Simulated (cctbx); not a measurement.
## Reading a Patterson map

Space group Pnma (no. 62), a = 9.6040 Å, b = 4.1210 Å, c = 22.9760 Å, α = 90.00°, β = 90.00°, γ = 90.00°, content I4 Se16 Cu16 P4.

Simulated single-crystal data (cctbx): Cu Kα, λ = 1.54184 Å, to d = 0.8 Å, 50 % of the full sphere, strongest reflection 5000 counts, noise from counting, a 4 % proportional error and a noise floor of 15 counts (s.d.); no absorption.

Patterson synthesis, origin scaled to 1000:

```text
Patterson group P m m m
      u       v       w   height  length (A)
  0.000   0.000   0.000   1000.0     0.00
  0.163   0.500   0.500    414.8    11.78
  0.365   0.500   0.049    271.5     4.22
  0.500   0.000   0.186    257.7     6.42
  0.311   0.500   0.318    252.8     8.16
  0.194   0.500   0.126    243.2     4.01
  0.000   0.500   0.429    238.8    10.07
  0.500   0.000   0.451    232.4    11.42
  0.306   0.000   0.260    220.9     6.66
  0.212   0.000   0.448    215.7    10.49
  0.000   0.000   0.378    210.3     8.69
  0.500   0.500   0.237    209.4     7.54
  0.320   0.000   0.362    206.8     8.87
  0.500   0.500   0.137    201.3     6.10
```

**Question.** Which atom pairs make the peaks, and where is the heaviest atom?

A peak at u stands for all pairs with xi − xj = u, with weight Σ ZiZj against Σ Z² = 44088 at the origin. Peak heights follow these weights only roughly, since form factors, motion and series ripples differ, all vectors within 0.55 Å of a peak are counted as merged into it though the farther ones add only part of their weight, and F(000) is left out, which lowers the whole map:

| u | v | w | shortest length (Å) | height | 1000 ΣZiZj/ΣZ² | pairs in the cell |
| --- | --- | --- | --- | --- | --- | --- |
| 0.163 | 0.500 | 0.500 | 11.78 | 415 | 642 | 8 × Se–Se, 4 × I–Cu, 2 × I–I, 4 × Se–Cu, 4 × Cu–Cu |
| 0.365 | 0.500 | 0.049 | 4.22 | 272 | 363 | 4 × Se–Cu, 2 × I–Se, 2 × I–Cu, 1 × I–I, 2 × Cu–Cu, 2 × Cu–P |
| 0.500 | 0.000 | 0.186 | 6.43 | 258 | 358 | 4 × I–Se, 4 × Se–Se, 4 × Se–Cu |
| 0.311 | 0.500 | 0.318 | 8.16 | 253 | 318 | 4 × I–Se, 3 × Se–Se, 4 × Cu–Cu |
| 0.194 | 0.500 | 0.126 | 4.01 | 243 | 371 | 4 × I–Se, 4 × Se–Se, 2 × Se–Cu, 2 × Cu–Cu, 2 × Cu–P |
| 0.000 | 0.500 | 0.429 | 10.07 | 239 | 373 | 12 × Se–Cu, 4 × Se–Se |
| 0.500 | 0.000 | 0.451 | 11.42 | 232 | 255 | 2 × I–I, 4 × Se–Cu, 2 × Cu–Cu |
| 0.306 | 0.000 | 0.260 | 6.66 | 221 | 326 | 4 × I–Cu, 6 × Se–Cu, 2 × Se–Se |
| 0.212 | 0.000 | 0.448 | 10.49 | 216 | 264 | 4 × Se–Cu, 2 × I–Se, 2 × I–Cu, 2 × Se–P |
| 0.000 | 0.000 | 0.378 | 8.68 | 210 | 345 | 4 × I–Se, 4 × Se–Se, 4 × Cu–Cu |

The table stops at ten peaks or at a height of 45, below which ripples compete. In the model behind the data I, the heaviest element, has 1 independent site: (0.1790, 3/4, 0.5220), up to an allowed shift of origin; the I–I vectors are differences of these positions and their symmetry mates. The whole model:

| atom | mult. | x | y | z | Ueq (Å²) |
| --- | --- | --- | --- | --- | --- |
| I1 | 4 | 0.1790 | 3/4 | 0.5220 | 0.0095 |
| Se1 | 4 | 0.1465 | 3/4 | 0.1537 | 0.0096 |
| Se2 | 4 | 0.4520 | 3/4 | 0.4212 | 0.0109 |
| Se3 | 4 | 0.1581 | 3/4 | 0.7676 | 0.0119 |
| Se4 | 4 | 0.0320 | 3/4 | 0.3420 | 0.0108 |
| Cu1 | 4 | 0.4776 | 3/4 | 0.2620 | 0.0126 |
| Cu2 | 4 | 0.3576 | 3/4 | 0.7060 | 0.0106 |
| Cu3 | 4 | 0.4584 | 3/4 | 0.5266 | 0.0095 |
| Cu4 | 4 | 0.3468 | 3/4 | 0.0929 | 0.0107 |
| P1 | 4 | 0.2830 | 3/4 | 0.8763 | 0.0158 |

This is a model crystal, built by substitution and not relaxed, with assumed displacement parameters.

[Logs are printed without paths, hosts, clocks, repeated set-up lines and the standing remarks that a program may print on its own settings, such as how far it seeks lower states.]
